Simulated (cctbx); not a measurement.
# Lattice, Laue class and space group of a new crystal

Cell: a = 7.6190 Å, b = 23.1430 Å, c = 4.5390 Å, α = 90.00°, β = 90.00°, γ = 90.00°. Expected content of the cell: Ta12 Sn4 Sr10.

Simulated single-crystal data (cctbx): Ag Kα, λ = 0.56087 Å, to d = 0.65 Å, 80 % of the full sphere, strongest reflection 5000 counts, noise from counting, a 3 % proportional error and a noise floor of 4 counts (s.d.); no absorption.

A first pass over the reflections prints:

```text
9720 reflections to d = 0.650 A
centring   violations  <I/sigma> of those
    A       1972 of  4894      4.4
    B       2048 of  4846      4.5
    C       1520 of  4842      3.0
    I       2117 of  4868      4.6
    R       2688 of  6472      4.4
    F       2770 of  7291      3.9
Laue class    unique    Rint  (classes that these axes allow; Friedel mates merged)
P -1             5846   0.067
P 1 2/m 1        3108   0.080
P 1 1 2/m        3346   0.080
P 2/m 1 1        3209   0.080
P m m m          1823   0.088
space group    extra absences  I>4sigma  <I/sigma>
P 2 2 2                 0          0         -  acentric
P 21 2 2               10          0      -0.3  acentric
P 2 21 2               32          0       0.2  acentric
P 21 21 2              42          0       0.1  acentric
P m m 2                 0          0         -  acentric
P 2 m m                 0          0         -  acentric
P m 2 m                 0          0         -  acentric
P 21 a m               98          0      -0.4  acentric
P b 21 m              297          0       0.1  acentric
P m a 2                98          0      -0.4  acentric
P b m 2               297          0       0.1  acentric
P b a 2               395          0      -0.0  acentric
P m m m                 0          0         -  centric
P b m m               297          0       0.1  centric
P m a m                98          0      -0.4  centric
P b a m               395          0      -0.0  centric
Wilson B = 0.93 A^2   <|E^2-1|> = 0.943 (0.968 centric, 0.736 acentric)   E^2>4: 4.2 %
shell (A)         n   <I/sigma>
23.16 - 1.30    268     14.1
 1.30 - 1.03    243     11.9
 1.03 - 0.90    217      9.7
 0.90 - 0.82    233      9.9
 0.82 - 0.76    209      8.4
 0.76 - 0.72    233      6.9
 0.72 - 0.68    211      6.4
 0.68 - 0.65    209      5.8
```

Q: Read the symmetry from these tables.

Every centring test has many violations, so the lattice is primitive.

Rint stays low (0.067 to 0.088) up to P m m m, the highest class in these axes.

16 settings pass the absence test. The most absences obeyed, 395, belong to P b a 2 and P b a m, which absences can't tell apart.

⟨|E²−1|⟩ = 0.943 leans to a centrosymmetric structure. The Wilson B of 0.93 Å² means U ≈ 0.0118 Å².

The true group is Pbam (no. 55), Laue class mmm, centrosymmetric. The tables only narrow the choice to the tied entries; cell content, site symmetry and trial solutions must settle it.

The model is made up (kin elements in a known structure type, no relaxation), so it says nothing on whether the phase exists.

[Logs are printed without paths, hosts, clocks, repeated set-up lines and the standing remarks that a program may print on its own settings, such as how far it seeks lower states.]
